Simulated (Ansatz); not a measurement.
# Simulated XPS, UPS and emission spectra of Cd5B3O9F, part 2 of 2

What would valence photoemission of Cd5B3O9F look like, and what sets its shape? Spin–orbit coupling is left out of the bands throughout.

Ansatz 0.2.0; DFT, PBEsol, plane-wave PAW, default files, scalar-relativistic (the session's first sound run).

So far: Set-up; Self-consistent run, DOS and bands.

## 2. Self-consistent run, DOS and bands (continued)

Electrostatic potential energy in the ac plane of the conventional cell at fractional y = 0.000, with atoms of Cd and F and O and B within 0.2 Å of it. With pseudopotentials it is smooth inside the atoms' cores, unlike the true potential.

Ten even steps from '_' (-38 eV) to '@' (14 eV), each cell a mean:
```
@@@@%%**========##@@@@@@@@@@@@@@@@@@@@@@@@@@@@
@@@@%%++--::--==**@@@@@@@@@@@@@@@@@@@@@@@@@@@@
@@@@%%++------++##@@@@@@%%##**%%@@@@@@@@@@@@@@
@@@@%%**++==++##%%%%##%%**....==%%@@@@@@@@@@@@
@@@@@@%%####%%%%**::..==::____--%%@@@@@@@@@@@@
##**%%@@@@@@@@%%--____::==__..**@@@@@@@@@@@@@@
....++@@@@@@@@@@==..::**##**##%%@@@@@@@@@@@@++
____++@@@@%%%%%%%%##%%@@@@@@@@@@@@@@@@@@@@@@::
::==%%%%##**++**%%@@@@@@@@@@@@@@@@@@@@@@@@@@++
```
Columns run along a (8.1 Å; values clipped at the 3rd and 97th percentile), rows up along c (3.4 Å), edges of the conventional cell, whose origin can differ from the input's. Atoms in or near the plane, at fractional coordinates: Cd at (0.24, 0.78), F at (0.03, 0.17), O at (0.42, 0.36), B at (0.60, 0.47).

The spectra weight each projected shell by its atomic cross section (Dirac–Hartree–Slater) and angular factor, for unpolarised light with the analyser at 54.7° from the beam. Broadening, on top of any smearing of the DOS itself: a Gaussian of 0.35 eV and a Lorentzian of 0.2 eV plus 0.08 times the binding energy (full widths), Fermi edge at 77 K. Curves are cut 10 eV under the photon energy, above any shell that the free atom's threshold puts out of reach, or at the lower edge of the window: 11.2 eV at 21.2 eV, 23.6 eV at 150 eV, 23.6 eV at 600 eV, 23.6 eV at 1486.7 eV and 23.6 eV at 5414.7 eV. A star in tables and legends marks shells that hold the states left over by the projection (0.8 % of the filled ones), a stand-in for orbitals that the files don't project on. Dipole terms alone, which is rough above 3 keV; no background, satellites or final-state effects.

Share of each shell in the spectrum's area (%), by photon energy:

```csv
shell,21.2 eV,150 eV,600 eV,1486.7 eV,5414.7 eV
B 2p,2.8,0.4,0.0,0.0,0.0
Cd 5s,0.0,0.3,0.3,0.7,3.0
Cd 4d,25.2,18.7,81.3,85.6,80.0
F 2s,0.0,3.3,1.8,1.8,2.7
F 2p,6.1,9.0,1.2,0.5,0.2
O 2s,0.0,22.0,10.1,9.3,12.9
O 2p,65.5,45.3,5.0,1.9,0.7
```

Cross sections used, in Mb an electron:

```csv
shell,21.2 eV,150 eV,600 eV,1486.7 eV,5414.7 eV
B 2p,1.6,0.0076,7.6e-5,2.4e-6,1.4e-8
Cd 5s,0.0084,0.012,0.0017,3.6e-4,3.2e-5
Cd 4d,0.96,0.037,0.022,0.0026,4.5e-5
F 2s,-,0.17,0.013,0.0014,4.0e-5
F 2p,2.0,0.16,0.0027,1.3e-4,1.0e-6
O 2s,-,0.15,0.0091,9.4e-4,2.4e-5
O 2p,2.7,0.098,0.0014,6.3e-5,4.6e-7
```

At this level the gap is 1.55 eV on the path.

## 3. With r²SCAN

This step: DFT, r2SCAN, plane-wave PAW, default files, scalar-relativistic (Ansatz 0.2.0).

The run is repeated with r²SCAN on the same cell, to see how much the levels hang on the functional.

input.yaml

```yaml
crystal:
  lattice:
    - [4.0285, -7.983, 0.0]
    - [4.0285, 7.983, 0.0]
    - [-0.6021197902, 0.0, 3.3940036473]
  atoms:
    - { symbol: Cd, position: [0.34802, 0.69972, 0.5895] }
    - { symbol: Cd, position: [0.69972, 0.34802, 0.5895] }
    - { symbol: Cd, position: [0.02711, 0.26603, 0.9166] }
    - { symbol: Cd, position: [0.26603, 0.02711, 0.9166] }
    - { symbol: Cd, position: [0.7611, 0.7611, 0.2177] }
    - { symbol: F, position: [0.9722, 0.9722, 0.829] }
    - { symbol: O, position: [0.1697, 0.8241, 0.36] }
    - { symbol: O, position: [0.8241, 0.1697, 0.36] }
    - { symbol: O, position: [0.5772, 0.5772, 0.635] }
    - { symbol: O, position: [0.8446, 0.5572, 0.156] }
    - { symbol: O, position: [0.5572, 0.8446, 0.156] }
    - { symbol: O, position: [0.2411, 0.3919, 0.48] }
    - { symbol: O, position: [0.3919, 0.2411, 0.48] }
    - { symbol: O, position: [0.1019, 0.5607, 0.975] }
    - { symbol: O, position: [0.5607, 0.1019, 0.975] }
    - { symbol: B, position: [0.403, 0.403, 0.526] }
    - { symbol: B, position: [0.0365, 0.6455, 0.167] }
    - { symbol: B, position: [0.6455, 0.0365, 0.167] }
kpoints:
  mp_grid: { grid: [4, 4, 6] }
  band_path:
    path:
      - [[0.0, 0.0, 0.0], [-0.5, 0.5, 0.0], [-0.5, 0.5, -0.5], [0.0, 0.0, -0.5], [0.0, 0.0, 0.0]]
      - [[0.0, 0.5, -0.5], [0.0, 0.0, 0.0], [0.0, 0.5, 0.0]]
    npoints: 10
scf:
  occupations: { method: fermi_dirac, width: 0.02 }
  n_extra_bands: 40
hamiltonian:
  xc: r2scan
  pseudopotentials: { kind: paw }
output:
  forces: true
  stress: true
  dos:
    projected:
      site_lists:
        Cd: [0, 1, 2, 3, 4]
        F: [5]
        O: [6, 7, 8, 9, 10, 11, 12, 13, 14]
        B: [15, 16, 17]
    de: 0.05
    e_range: [-36, 12]
    nscf_kmesh: { grid: [6, 6, 12] }
  fatbands: true
```

On the command line:

```console
$ ansatz run input.yaml --threads 4 --pin off --max-ram 12288MiB --backend cpu --events-out ev --progress --plain --runs-dir out
```

Numbers of over 12 decimals in the logs are rounded to 6 here.

What it wrote:

```text
[...]
Crystal: 18 atoms, lattice volume = 218.299 Å³
Basis set: ecut = 500 eV, 5511 PW (Γ), exchange–correlation on 288×288×108 points (64 copies of the dense FFT grid, shifted against one another)
Bands: 125, of which v1, the nominal top of the filled ones, is band 85 counted from 1 (84 counted from 0)
Symmetry: 2 space group operations
[...]
k-points: 34 of 96 (time reversal used)
[...]
SCF iter   1: F=—  HF=-47746.343557 eV  |F-HF|=—  |Δ(HF+E_count)|=         —  Δρ=1.03e-2  dr2=1.98e-1  dr2_τ=1.33e0  ethr=1.77e-3  ⟨swp⟩=6.0  Hψ=16758  notcnv=0  defer=302
[...]
SCF iter   8: F=-47746.708276 eV  HF=-47746.708276 eV  |F-HF|=8.50e-9  |Δ(HF+E_count)|=   1.25e-7  Δρ=3.81e-6  dr2=2.56e-8  dr2_τ=3.13e-9  ethr=5.88e-11  ⟨swp⟩=11.9  Hψ=23388  notcnv=0
SCF 1 converged in 8 iterations: F = -47746.708276 eV  dr2 = 2.56e-8
[...]
NSCF: frozen V_eff on 62 k-points
[...]
SCF converged after 8 iterations
Free energy (F): -47746.708276 eV
[...]
Internal energy: -47746.708276 eV  (E = F + TS)
E sigma→0 (E₀):  -47746.708276 eV
Fermi energy:    8.980425 eV
[...]
--- Forces (eV/Å), atoms counted from 1 ---
  atom   1  Cd    -0.09644737     0.06143499    -0.07014292
  atom   2  Cd    -0.09644737    -0.06143499    -0.07014292
  atom   3  Cd     0.07550757     0.11115108    -0.00409580
  atom   4  Cd     0.07550757    -0.11115108    -0.00409580
  atom   5  Cd    -0.30847549     0.00000000    -0.03671401
  atom   6  F     -0.34786827     0.00000000    -0.06619195
  atom   7  O      0.41392872     0.38398587     0.49503200
  atom   8  O      0.41392872    -0.38398587     0.49503200
  atom   9  O     -0.49540401     0.00000000    -0.29670933
  atom  10  O      0.24851753    -0.13691926     0.04281193
  atom  11  O      0.24851753     0.13691926     0.04281193
  atom  12  O      0.21212794    -0.22456914    -0.00231991
  atom  13  O      0.21212794     0.22456914    -0.00231991
  atom  14  O     -0.25130465    -0.49992495    -0.34302838
  atom  15  O     -0.25130465     0.49992495    -0.34302838
  atom  16  B      0.37995683     0.00000000     0.37717982
  atom  17  B     -0.21646626     0.04678074    -0.10702946
  atom  18  B     -0.21646626    -0.04678074    -0.10702946
  max |Σ_I F_I| component: 6.40e-5 eV/Å
--- Stress (GPa, compression-positive) ---
       -1.852583       0.000000       0.624473
        0.000000      -1.144518       0.000000
        0.624468       0.000000      -0.627813
  P = ⅓ Tr σ = -1.2083 GPa (-12.083 kbar)
--- Band table (eV; the first three rows and the last of 34) ---
  k-point 0: bands = [... 81 lower, 7.3276, 7.3867, 7.5446, 7.8087, 10.0300, 12.8902, 13.3842, 13.4694, ... 36 higher]
  k-point 1: bands = [... 81 lower, 7.1658, 7.4880, 7.5314, 7.8333, 10.8107, 13.1612, 13.6794, 13.7981, ... 36 higher]
  k-point 2: bands = [... 81 lower, 7.1402, 7.4019, 7.6504, 7.8652, 12.3423, 13.5687, 14.0225, 14.3016, ... 36 higher]
  k-point 33: bands = [... 81 lower, 7.1377, 7.2920, 7.7357, 7.8626, 13.2465, 13.9170, 13.9698, 14.1639, ... 36 higher]
```

Run time: 3.1 min. Hardware: 4 threads of Intel Xeon Platinum 8488C (Sapphire Rapids), shared host; peak memory 3.2 GiB; 12 min of CPU time.

Numbers from this step:

```
free energy                                    : -47746.7083 eV
Fermi energy                                   : 8.980 eV
pressure                                       : -1.208 GPa
gap on the k-mesh                              : 2.154 eV
share of occupied states in no projected shell : 0.0075 of the occupied states in the window
gap on the path                                : 2.155 eV
least direct gap on the path                   : 2.221 eV
valence top on path                            : -4.00e-4 eV
```

Electronic bands along the path, in eV, zero at the valence-band maximum; v1 is the highest filled band, c1 the lowest empty one:

```csv
point,v4,v3,v2,v1,c1,c2,c3,c4
Γ,-0.55,-0.49,-0.33,-0.07,2.15,5.01,5.51,5.59
halfway,-0.55,-0.46,-0.22,-0.09,2.51,4.37,5.25,5.69
Y,-0.59,-0.40,-0.14,-0.12,3.25,3.48,5.11,5.70
halfway,-0.70,-0.37,-0.20,-0.01,4.29,4.69,5.71,6.11
M,-0.74,-0.58,-0.14,-0.01,5.37,6.04,6.09,6.29
halfway,-0.75,-0.53,-0.16,-0.03,5.40,5.88,6.20,6.28
A,-0.68,-0.51,-0.17,-0.04,5.41,5.80,6.26,6.32
halfway,-0.80,-0.43,-0.28,-0.02,3.68,5.51,6.00,6.26
Γ,-0.55,-0.49,-0.33,-0.07,2.15,5.01,5.51,5.59
jump to L2,-0.82,-0.32,-0.19,-0.15,5.54,5.86,6.01,6.18
halfway,-0.73,-0.41,-0.29,-0.07,3.74,5.36,5.88,6.23
Γ,-0.55,-0.49,-0.33,-0.07,2.15,5.01,5.51,5.59
halfway,-0.58,-0.41,-0.25,-0.08,2.61,4.67,5.02,5.40
V2,-0.61,-0.38,-0.17,-0.09,3.46,3.78,4.87,5.17
```

Of the projections kept (Cd s, Cd d, F p, O s, O p, B s, B p, not projected), the largest for each band there; the rest of the weight can lie on other orbitals:

```csv
point,v4,v3,v2,v1,c1,c2,c3,c4
Γ,O p 0.88,O p 0.92,O p 0.88,O p 0.93,Cd s 0.66,Cd s 0.63,Cd s 0.38,Cd s 0.58
Y,O p 0.86,O p 0.90,O p 0.89,O p 0.93,Cd s 0.59,Cd s 0.57,Cd s 0.53,Cd s 0.57
M,O p 0.87,O p 0.95,O p 0.94,O p 0.91,Cd s 0.66,Cd s 0.72,Cd s 0.72,Cd s 0.70
A,O p 0.88,O p 0.93,O p 0.94,O p 0.91,Cd s 0.66,Cd s 0.71,Cd s 0.72,Cd s 0.60
Γ,O p 0.88,O p 0.92,O p 0.88,O p 0.93,Cd s 0.66,Cd s 0.63,Cd s 0.38,Cd s 0.58
L2,O p 0.90,O p 0.92,O p 0.92,O p 0.94,Cd s 0.62,Cd s 0.72,Cd s 0.65,Cd s 0.71
```

Side by side:

```csv
quantity,this run,base run,difference
gap on the path (eV),2.1547,1.5541,0.601
least direct gap on the path (eV),2.2214,1.6141,0.607
gap on the k-mesh (eV),2.1543,1.5536,0.601
```

The two runs differ clearly in the gap on the k-mesh: 2.15 eV against 1.55 eV.

At this level the gap is 2.15 eV on the path.

## 4. Other settings

This step: DFT, PBEsol, plane-wave PAW, default files, scalar-relativistic; changed: hamiltonian.pseudopotentials = {"kind": "nc", "accuracy": "standard"}, scf.eigensolver.kind = "davidson", basis.precision = "f64" (Ansatz 0.2.0).

Some settings are changed to see whether the read-outs move.

Changes to input.yaml since step 3:

```diff
@@ -26,7 +26,2 @@
   mp_grid: { grid: [4, 4, 6] }
-  band_path:
-    path:
-      - [[0.0, 0.0, 0.0], [-0.5, 0.5, 0.0], [-0.5, 0.5, -0.5], [0.0, 0.0, -0.5], [0.0, 0.0, 0.0]]
-      - [[0.0, 0.5, -0.5], [0.0, 0.0, 0.0], [0.0, 0.5, 0.0]]
-    npoints: 10
 scf:
@@ -34,5 +29,6 @@
   n_extra_bands: 40
+  eigensolver: { kind: davidson }
 hamiltonian:
-  xc: r2scan
-  pseudopotentials: { kind: paw }
+  xc: pbesol
+  pseudopotentials: { kind: nc, accuracy: standard }
 output:
@@ -50,2 +46,3 @@
     nscf_kmesh: { grid: [6, 6, 12] }
-  fatbands: true
+basis:
+  precision: f64
```

What it wrote:

```text
[...]
Crystal: 18 atoms, lattice volume = 218.299 Å³
Basis set: ecut = 1387.780699 eV, 25615 PW (Γ), exchange–correlation on 240×240×90 points (8 copies of the dense FFT grid, shifted against one another)
Bands: 125, of which v1, the nominal top of the filled ones, is band 85 counted from 1 (84 counted from 0)
Symmetry: 2 space group operations
[...]
k-points: 34 of 96 (time reversal used)
[...]
SCF iter   1: F=—  HF=-28810.175766 eV  |F-HF|=—  |Δ(HF+E_count)|=         —  Δρ=2.04e-1  dr2=1.05e2  ethr=1.00e-1  ⟨swp⟩=6.6  Hψ=15428  notcnv=0
[...]
SCF iter  12: F=-28793.080284 eV  HF=-28793.080284 eV  |F-HF|=3.79e-9  |Δ(HF+E_count)|=   8.79e-8  Δρ=5.08e-6  dr2=4.19e-8  ethr=3.59e-10  ⟨swp⟩=3.1  Hψ=7972  notcnv=0  defer=2
SCF 1 converged in 12 iterations: F = -28793.080284 eV  dr2 = 4.19e-8
  Residual-converged pass: ⟨swp⟩=4.0  Hψ=10082  notcnv=0  max |occ|·‖R‖ = 6.2e-6 eV (tolerance 6.7e-6 eV)  dr2=4.36e-8  max |Δocc| = 2.5e-22
[...]
SCF converged after 12 iterations
Free energy (F): -28793.080284 eV
[...]
Internal energy: -28793.080284 eV  (E = F + TS)
E sigma→0 (E₀):  -28793.080284 eV
Fermi energy:    9.006737 eV
[...]
--- Forces (eV/Å), atoms counted from 1 ---
  atom   1  Cd    -0.11031895     0.03651444    -0.05495765
  atom   2  Cd    -0.11031895    -0.03651444    -0.05495765
  atom   3  Cd     0.08055242     0.17988477     0.00190329
  atom   4  Cd     0.08055242    -0.17988477     0.00190329
  atom   5  Cd    -0.40981663     0.00000000    -0.06177346
  atom   6  F     -0.34401677     0.00000000    -0.05438705
  atom   7  O      0.68062959     0.44333188     0.59662887
  atom   8  O      0.68062959    -0.44333188     0.59662887
  atom   9  O     -0.23500286     0.00000000    -0.23199956
  atom  10  O      0.02198155     0.01908913     0.00010114
  atom  11  O      0.02198155    -0.01908913     0.00010114
  atom  12  O      0.08718329     0.05847861    -0.02958118
  atom  13  O      0.08718329    -0.05847861    -0.02958118
  atom  14  O     -0.21383474    -0.73635712    -0.45317318
  atom  15  O     -0.21383474     0.73635712    -0.45317318
  atom  16  B      0.40957766     0.00000000     0.35527945
  atom  17  B     -0.25653933     0.03442563    -0.06449730
  atom  18  B     -0.25653933    -0.03442563    -0.06449730
  max |Σ_I F_I| component: 4.90e-5 eV/Å
--- Stress (GPa, compression-positive) ---
       -1.951015       0.000000       0.856442
        0.000000      -1.202761       0.000000
        0.856442       0.000000      -1.517390
  P = ⅓ Tr σ = -1.5571 GPa (-15.571 kbar)
--- Band table (eV; the first three rows and the last of 34) ---
  k-point 0: bands = [... 81 lower, 7.6387, 7.7102, 7.8591, 8.1285, 9.7642, 12.5407, 13.0235, 13.1182, ... 36 higher]
  k-point 1: bands = [... 81 lower, 7.4689, 7.8070, 7.8609, 8.1544, 10.5301, 12.7924, 13.2963, 13.4049, ... 36 higher]
  k-point 2: bands = [... 81 lower, 7.4648, 7.7211, 7.9818, 8.1864, 11.9798, 13.1459, 13.5901, 13.8389, ... 36 higher]
  k-point 33: bands = [... 81 lower, 7.4607, 7.6176, 8.0735, 8.1734, 12.7396, 13.4613, 13.4868, 13.7326, ... 36 higher]
```

Run time: 12 min. Hardware: 4 threads; peak memory 8.5 GiB; 43 min of CPU time.

A gap read on the k-mesh alone can miss the band edges.

This step gave:

* free energy: -28793.0803 eV
* Fermi energy: 9.007 eV
* pressure: -1.557 GPa
* gap on the k-mesh: 1.576 eV
* share of occupied states in no projected shell: 0.0076 of the occupied states in the window

This run's widths, added to any smearing of the DOS itself: Gaussian 0.35 eV, Lorentzian 0.05 eV plus 0.05 an eV of depth. Intensity against binding energy, zero at the valence-band maximum; values in % of the maximum within 13 eV:

```csv
binding energy (eV),21.2 eV,40.8 eV,1486.7 eV,2984.3 eV,9251.7 eV
0,60.4,18.8,2.13,2.01,2.34
2,73.7,23.8,3.95,4.07,6.69
4,74.0,29.2,10.2,10.6,15.2
6,60.8,85.8,86.6,86.6,86.8
8,7.17,6.07,5.16,5.19,5.51
10,1.04,0.936,0.831,0.850,0.985
12,-,0.443,0.428,0.458,0.654
14,-,0.379,0.449,0.519,0.953
16,-,1.11,1.67,2.04,4.37
18,-,3.65,5.55,6.88,15.2
20,-,0.778,1.23,1.53,3.40
22,-,0.734,2.80,3.62,8.44
```

Maxima picked by a test of local sharpness, so broad peaks and shoulders can be missing; peaks within 0.45 eV of a curve's cut are left out. Valence peaks, by row:

```csv
photon energy (eV),binding energy (eV),height (% of the maximum within 13 eV),main shell,its share (%)
21.2,6.67,82.32,O 2p,47.87
21.2,4.17,75.97,O 2p,73.34
21.2,0.9196,100,O 2p,96.23
21.2,0.1696,84.67,O 2p,97.9
40.8,18.62,4.09,O 2s,64.21
40.8,17.27,5.974,O 2s,74.58
40.8,6.22,100,Cd 4d,91.73
40.8,4.22,30.04,O 2p,53.84
40.8,0.9196,32.06,O 2p,86.56
40.8,0.1696,26.2,O 2p,91.26
1487,18.62,5.833,O 2s,90.6
1487,17.27,9.461,O 2s,94.77
1487,6.22,100,Cd 4d,99.4
1487,0.9196,4.88,Cd 4d,81.51
2984,18.62,7.239,O 2s,90.67
2984,17.27,11.72,O 2s,95
2984,6.22,100,Cd 4d,99.23
2984,0.9196,4.743,Cd 4d,83.72
9252,22.02,8.515,F 2s,89.02
9252,18.62,16.18,O 2s,88.3
9252,17.27,25.68,O 2s,94.42
9252,6.22,100,Cd 4d,97.13
9252,4.77,21.61,Cd 4d,58.1
```

Spectra as before, but with a recipe of its own (widths, and in some runs the light), which changes peak heights and what is resolved: Gaussian 0.35 eV, Lorentzian 0.05 eV plus 0.05 times the binding energy, linear light, analyser at 10°, Fermi edge at 300 K; some photon energies differ too.

Side by side:

```csv
quantity,this run,base run,difference
gap on the k-mesh (eV),1.5761,1.5536,0.0224
```

The gap on the k-mesh moves by 0.02 eV at most against the base run, so this change doesn't matter for them.

## 5. Results

```yaml
least_gap_on_the_mesh_and_the_path: 1.55 eV
strongest_listed_peak_within_13_ev_of_the_zero_at_1486p7_ev: 6.3 eV binding, mostly Cd 4d
strongest_listed_peak_within_13_ev_of_the_zero_at_21p2_ev: 6.4 eV binding, mostly Cd 4d
cd_4d_centre_of_the_filled_part: -6.01 eV (10.0 states an atom)
pbesol_2p2_min_on_4_threads: gap 1.55 eV, highest Al Kα peak within 13 eV at 6.3 eV (Cd 4d)
r2scan_3p1_min_on_4_threads: gap 2.15 eV, highest Al Kα peak within 13 eV at 6.4 eV (Cd 4d)
other_settings_12_min_on_4_threads: gap 1.58 eV, highest Al Kα peak within 13 eV at 6.2 eV (Cd 4d)
```

What this shows: Cd5B3O9F is an insulator or semiconductor at the base level (gap 1.55 eV), and its valence spectrum changes with photon energy as the shells' cross sections do. At 21.2 eV the valence spectrum has its highest listed peaks within 10.8 eV at 0.2 eV (O 2p), 1.0 eV (O 2p), 4.1 eV (O 2p) and 6.4 eV (Cd 4d). At 1486.7 eV the valence spectrum has its highest listed peak within 13 eV at 6.3 eV (Cd 4d). The shell named is the one with most of the intensity, cross sections included, not always the one with most states there. With r²SCAN, the gap on the path moves from 1.55 to 2.15 eV. At 21.2 eV the area is led by O 2p (66 %), at 5414.7 eV by Cd 4d (80 %). Kohn–Sham levels aren't quasiparticle energies, so peak positions are approximate. Semilocal functionals underbind filled localised shells, so the Cd 4d peak should lie deeper in a measurement, and spin–orbit coupling splits d and f lines of heavy atoms. Each run has its own recipe for the spectra (widths, photon energies, in some runs the light), so peak heights and places can differ between runs for that reason too. Semilocal Kohn–Sham gaps are too small as a rule. Runs of this task that aren't shown: a run on the same cell and settings as one shown (Ansatz). Spin–orbit coupling is left out, which matters for the heavy atoms here.

[Logs are printed without paths, hosts, clocks, repeated set-up lines and the standing remarks that a program may print on its own settings, such as how far it seeks lower states.]

[Hosts, paths, dates, database ids (printed as entryN), source tags and the programs' standing remarks are cut or masked in the printed files.]

[Maps of the electrostatic potential energy from Ansatz leave out the sawtooth potential of an applied field or a dipole correction, so their vacuum need not be flat; work functions include it.]

[Peak lists hold at most the 14 tallest peaks of each spectrum; further lines can be left out.]
